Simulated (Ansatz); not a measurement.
# How strongly the parts of twisted silicene bilayer, 5.09° (508 atoms) bind, part 3 of 3

Aim: the interaction energy between the two parts of twisted silicene bilayer, 5.09° (508 atoms) and its distance dependence.

Ansatz 0.2.0; Kohn-Sham DFT, PBE+D4, PAW (set soft_1), plane waves.

The cell: 508 Si. Sampling is at Γ alone, for a cell whose shortest periodic width is 38 Å.

So far. Step 11 (Upper part moved by +3 Å): Upper part moved by +3 Å: the energy stands 169 eV above that of the reference.

## 14. Upper part, LDA

Level of this step: Kohn-Sham DFT, LDA, PAW (set soft_1), plane waves (Ansatz).

A part alone at that level.

The input, input.yaml:

```yaml
crystal:
  lattice:
    - [43.5, 0.0, 0.0]
    - [-21.75, 37.67211, 0.0]
    - [0.0, 0.0, 20.14]
  atoms:
    [... the 254 atom lines of step 6 ...]
kpoints:
  mp_grid: { grid: [1, 1, 1] }
hamiltonian:
  xc: lda
  pseudopotentials: { kind: paw, azcp: { folder: soft_1 }, xc_functional: pbe }
scf:
  occupations: { method: fermi_dirac, width: 0.025 }
output:
  forces: true
```

Started as:

```sh
$ ansatz run input.yaml --threads 32 --pin off --max-ram 143360MiB --backend cuda --events-out ev --progress --plain --runs-dir out
```

Numbers of over 12 decimals in the logs are rounded to 6 here.

What it wrote:

```text
[...]
GPU FFT provider: cuFFT
GPU libraries: cuBLAS 13.8.1, cuFFT 12.4.0, cuSOLVER 12.3.2
[...]
Crystal: 254 atoms, lattice volume = 33004.159 Å³
Basis set: ecut = 420 eV, 644983 PW (Γ)
Bands: 762, of which v1, the nominal top of the filled ones, is band 508 counted from 1 (507 counted from 0)
Symmetry: 1 space group operations
[...]
k-points: 1
[...]
GPU buffer pool allocated for 12150000 grid points (all kernels)
[...]
SCF iter   1: F=—  HF=-154411.642151 eV  |F-HF|=—  |Δ(HF+E_count)|=         —  Δρ=1.66e-2  dr2=1.27e2  ethr=3.10e-3  ⟨swp⟩=10.0  Hψ=4267  notcnv=0  defer=30
[...]
SCF iter  11: F=—  HF=-154365.829970 eV  |F-HF|=—  |Δ(HF+E_count)|=   6.89e-7  Δρ=4.69e-7  dr2=2.75e-7  ethr=1.46e-10  ⟨swp⟩=2.0  Hψ=1089  notcnv=0  defer=189
SCF iter  12: F=-154365.829970 eV  HF=-154365.829970 eV  |F-HF|=1.14e-8  |Δ(HF+E_count)|=   9.72e-8  Δρ=1.86e-7  dr2=4.08e-8  ethr=9.84e-12  ⟨swp⟩=4.0  Hψ=2013  notcnv=0
SCF 1 converged in 12 iterations: F = -154365.829970 eV  dr2 = 4.08e-8
[...]
SCF converged after 12 iterations
Free energy (F): -154365.829970 eV
[...]
Internal energy: -154365.739061 eV  (E = F + TS)
E sigma→0 (E₀):  -154365.784516 eV
Entropy (-TS):   -0.090909 eV (-0.358 meV/atom)
Fermi energy:    -3.057517 eV
[...]
Σ components = -154365.829970   (vs F -154365.829970, Δ=0.00e0)
--- Forces (eV/Å), atoms counted from 1 ---
[... 254 lines of forces left out ...]
  max |Σ_I F_I| component: 2.40e-4 eV/Å
```

Elapsed: 7.6 s, on 1 × NVIDIA GB200 with 32 threads of Arm Neoverse V2, shared host; peak memory 5.4 GiB; 26 s of CPU time.

That memory is the host's; the program planned 63.9 GiB on the GPU.

At this level the whole less its parts is -181.968 eV.

## 15. Whole cell, r2SCAN+D4

The three cells are solved again with another functional, at the same geometry, to see how much of the binding hangs on it.

This step: Kohn-Sham DFT, r2SCAN+D4, PAW (set soft_1), plane waves.

input.yaml, the sections that differ from step 14:

```yaml
crystal:
  lattice:
    - [43.5, 0.0, 0.0]
    - [-21.75, 37.67211, 0.0]
    - [0.0, 0.0, 20.14]
  atoms:
    [... the 508 atom lines of step 4 ...]
hamiltonian:
  xc: r2scan
  dispersion: d4
  pseudopotentials: { kind: paw, azcp: { folder: soft_1 } }
# kpoints, scf, output: as in step 14
```

What it wrote:

```text
[...]
GPU FFT provider: cuFFT
GPU libraries: cuBLAS 13.8.1, cuFFT 12.4.0, cuSOLVER 12.3.2
[...]
Crystal: 508 atoms, lattice volume = 33004.159 Å³
Basis set: ecut = 500 eV, 837811 PW (Γ), exchange–correlation on 1280×1280×600 points (64 copies of the dense FFT grid, shifted against one another)
Bands: 1524, of which v1, the nominal top of the filled ones, is band 1016 counted from 1 (1015 counted from 0)
Symmetry: 1 space group operations
[...]
k-points: 1
[...]
GPU buffer pool allocated for 15360000 grid points (all kernels)
[...]
SCF iter   1: F=—  HF=-324420.384233 eV  |F-HF|=—  |Δ(HF+E_count)|=         —  Δρ=2.31e-2  dr2=2.21e2  dr2_τ=2.88e0  ethr=3.10e-3  ⟨swp⟩=8.0  Hψ=8713  notcnv=0  defer=151
[...]
SCF iter  14: F=—  HF=-324403.561329 eV  |F-HF|=—  |Δ(HF+E_count)|=   3.20e-9  Δρ=4.91e-7  dr2=3.33e-7  dr2_τ=8.17e-10  ethr=4.81e-11  ⟨swp⟩=2.0  Hψ=1705  notcnv=0  defer=441
SCF iter  15: F=-324403.561329 eV  HF=-324403.561329 eV  |F-HF|=3.50e-8  |Δ(HF+E_count)|=   7.14e-8  Δρ=2.46e-7  dr2=8.56e-8  dr2_τ=2.40e-10  ethr=4.92e-12  ⟨swp⟩=3.0  Hψ=4781  notcnv=0
SCF 1 converged in 15 iterations: F = -324403.561329 eV  dr2 = 8.56e-8
[...]
SCF converged after 15 iterations
Free energy (F): -324403.561329 eV
[...]
Internal energy: -324403.468177 eV  (E = F + TS)
E sigma→0 (E₀):  -324403.514753 eV
Entropy (-TS):   -0.093152 eV (-0.183 meV/atom)
Fermi energy:    -1.317575 eV
[...]
Σ components = -324403.561329   (vs F -324403.561329, Δ=0.00e0)
--- Forces (eV/Å), atoms counted from 1 ---
[... 508 lines of forces left out ...]
  max |Σ_I F_I| component: 3.50e-5 eV/Å
```

Elapsed: 35 s, on 1 × NVIDIA GB200 with 32 threads; peak memory 7.8 GiB; 67 s of CPU time.

That memory is the host's; the program planned 151 GiB on the GPU.

## 16. Lower part, r2SCAN+D4

A part alone at that level.

Input and log are left out; they have the form of those shown for this kind of step.

It took 18 s on 1 × NVIDIA GB200 with 32 threads of Arm Neoverse V2, shared host; peak memory 7.7 GiB; 44 s of CPU time.

That memory is the host's; the program planned 92.8 GiB on the GPU.

## 17. Upper part, r2SCAN+D4

A part alone at that level.

Input and log are left out; they have the form of those shown for this kind of step.

Wall time 18 s (1 × NVIDIA GB200 with 32 threads of Arm Neoverse V2, shared host); peak memory 7.6 GiB.

That memory is the host's; the program planned 92.8 GiB on the GPU.

At this level the whole less its parts is -171.155 eV.

## 18. Interaction energy

Whole cell less its two parts, each frozen at the geometry of the whole and solved in the same cell with the same functional, so that energy zeros cancel. The upper part is 'layer 2' and the lower part 'layer 1'. The nearest atoms of the two parts stand 2.34 Å apart. The face is 1639 Å².

```tsv
functional	interaction energy (eV)	of it, the added dispersion term (eV)	per area (meV/Å²)	per area (J/m²)	per atom of the upper part (meV)
PBE+D4	-178.079	-34.988	-108.7	-1.74	-701.1
LDA	-181.968	-	-111.0	-1.78	-716.4
r2SCAN+D4	-171.155	-13.908	-104.4	-1.67	-673.8
```

## 19. Energy against separation

The upper part is moved rigidly along the normal from its place in the reference.

```tsv
shift (Å)	energy change (eV)	per area (meV/Å²)	share of the binding lost (%)
-0.3	42.733	26.08	-
+0.0	0.000	0.00	-
+0.3	23.292	14.21	13
+0.8	79.250	48.36	45
+1.6	141.105	86.11	79
+3.0	169.487	103.43	95
```

## 20. Levels of whole and parts

```tsv
cell	level spacing (eV)	vacuum level at the upper face, over the highest filled level, or over E_F where no gap is given (eV)	moment (μB)
whole	-	4.68	no spin
lower part	-	4.62	no spin
upper part	-	4.57	no spin
```

A dash marks a cell without a clear gap, or without a flat potential in the vacuum.

## 21. What came out

The parts bind with 108.7 meV/Å² (178 eV for the cell) at the level PBE+D4, far more than van der Waals binding between intact sheets, and bonds of chemical length cross the interface. The added dispersion term contributes -34.988 eV, the functional itself -143.091 eV. At this one geometry the functionals range from -111.0 (LDA) to -104.4 meV/Å² (r2SCAN+D4). The curvature over ±0.3 Å is 7.2×10²⁰ N/m³, and the energy rises faster on the near side. At +3.0 Å, 95 % of the binding is lost; the shift also narrows the vacuum to the periodic image.

**Limits.** The functionals run at their own default cutoffs. The parts are frozen, so the energy of their deformation isn't counted. The relaxation stopped at its limit, so the geometry called relaxed here isn't at a minimum. No correction is made for dipoles across the vacuum, and the parts also feel their periodic images through it. The program warns that the dispersion model switches its C6 values near this geometry, which can put artefacts into forces and pressure.

The DFT runs together took 22 min of wall time.

[Logs are printed without paths, hosts, clocks, repeated set-up lines and the standing remarks that a program may print on its own settings, such as how far it seeks lower states.]

[Hosts, paths, dates, database ids (printed as entryN), source tags and the programs' standing remarks are cut or masked in the printed files.]
